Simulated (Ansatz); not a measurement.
Computed results, one entry a study.

```cif
data_ge4h
_symmetry_space_group_name_H-M 'P 1'
_symmetry_Int_Tables_number 1
_cell_length_a 3.9608
_cell_length_b 3.9608
_cell_length_c 50.6000
_cell_angle_alpha 90.000
_cell_angle_beta 90.000
_cell_angle_gamma 120.000
_cell_volume 687.46
loop_
_atom_site_label
_atom_site_type_symbol
_atom_site_fract_x
_atom_site_fract_y
_atom_site_fract_z
_atom_site_occupancy
Ge1 Ge 0.33333 0.66667 0.39534 1
Ge2 Ge 0.00000 0.00000 0.41110 1
Ge3 Ge 0.00000 0.00000 0.45935 1
Ge4 Ge 0.66667 0.33333 0.47581 1
Ge5 Ge 0.66667 0.33333 0.52419 1
Ge6 Ge 0.33333 0.66667 0.54065 1
Ge7 Ge 0.33333 0.66667 0.58890 1
Ge8 Ge 0.00000 0.00000 0.60466 1
H9 H 0.33333 0.66667 0.36467 1
H10 H 0.00000 0.00000 0.63533 1
_calc_subject 'Ge4H (hydrogen-terminated (111) film, 8 layers): band gap by G0W0 on HSE06'
_calc_method 'DFT, HSE06, plane waves, PAW; PAW set soft_1 (and 1 further level or step)'
_calc_program 'Ansatz 0.2.0'
_calc_settings_of_one_run 'cutoff 420 eV, 6×6×1 k-mesh, PAW set soft 1, strain -0.01, termination H'
_calc_cost '2 runs, 6.5 min in all on 1 × NVIDIA H100 80GB HBM3 (shared by 6 runs) with 3 threads of AMD EPYC 7R13 (Zen 3), shared host (the runs of this entry)'
_calc_notes 'In doubt: masses and optical values from hybrid runs of this build are listed as unsure (in some of the runs), which bears on the screening that GW takes from such a start. The program’s warnings: device shed. The structure was relaxed with PBEsol (ions only). Limits: no spin-orbit coupling.'
_calc_hse06_gap_over_mesh_and_listed_points '1.243 eV, direct, at k = Γ'
_calc_g0w0_hse06_gap_over_5_of_7_irreducible_mesh_points '1.592 eV, direct, at k = Γ'
_calc_gw_settings '6×6×1 mesh, 471 empty bands, screening to 45 eV, PAW set soft_1 files'
_calc_known_limits 'finite bands, screening cutoff and k mesh; no spin-orbit coupling in G0W0'
```

```cif
data_ge4h
_symmetry_space_group_name_H-M 'P 1'
_symmetry_Int_Tables_number 1
_cell_length_a 3.9208
_cell_length_b 3.9208
_cell_length_c 50.7000
_cell_angle_alpha 90.000
_cell_angle_beta 90.000
_cell_angle_gamma 120.000
_cell_volume 674.97
loop_
_atom_site_label
_atom_site_type_symbol
_atom_site_fract_x
_atom_site_fract_y
_atom_site_fract_z
_atom_site_occupancy
Ge1 Ge 0.33333 0.66667 0.39500 1
Ge2 Ge 0.00000 0.00000 0.41107 1
Ge3 Ge 0.00000 0.00000 0.45915 1
Ge4 Ge 0.66667 0.33333 0.47589 1
Ge5 Ge 0.66667 0.33333 0.52411 1
Ge6 Ge 0.33333 0.66667 0.54085 1
Ge7 Ge 0.33333 0.66667 0.58893 1
Ge8 Ge 0.00000 0.00000 0.60500 1
H9 H 0.33333 0.66667 0.36441 1
H10 H 0.00000 0.00000 0.63559 1
_calc_subject 'Quasiparticle gap of Ge4H (hydrogen-terminated (111) film, 8 layers)'
_calc_method 'DFT, HSE06, plane waves, PAW; PAW set soft_1 (and 1 further level or step)'
_calc_program 'Ansatz 0.2.0'
_calc_settings_of_one_run 'cutoff 420 eV, 6×6×1 k-mesh, PAW set soft 1, strain -0.02, termination H'
_calc_cost '2 runs, 6.3 min in all on 1 × NVIDIA H100 80GB HBM3 (shared by 6 runs) with 3 threads of AMD EPYC 7R13 (Zen 3), shared host (the runs of this entry)'
_calc_notes 'In doubt: masses and optical values from hybrid runs of this build are listed as unsure (in some of the runs), which bears on the screening that GW takes from such a start. The program’s warnings: device shed. The structure was relaxed with PBEsol (ions only). Limits: no spin-orbit coupling.'
_calc_hse06_gap_over_mesh_and_listed_points '1.418 eV, direct, at k = Γ'
_calc_g0w0_hse06_gap_over_5_of_7_irreducible_mesh_points '1.629 eV, from k = Γ to k = (0.000, -0.500, 0.000)'
_calc_gw_settings '6×6×1 mesh, 462 empty bands, screening to 45 eV, PAW set soft_1 files'
_calc_known_limits 'finite bands, screening cutoff and k mesh; no spin-orbit coupling in G0W0'
```

[Paths, hosts, dates, memory and timing lines, banners, echoed tables and standing remarks are left out of the program output.]

[Logs are printed without paths, hosts, clocks, repeated set-up lines and the standing remarks that a program may print on its own settings, such as how far it seeks lower states.]

[Runs of the session that timed out or met a known fault of the program may be left out.]

[Cells called generated may have been cut or substituted from an entry of the Crystallography Open Database or the Materials Project.]

[Hosts, paths, dates, database ids (printed as entryN), source tags and the programs' standing remarks are cut or masked in the printed files.]
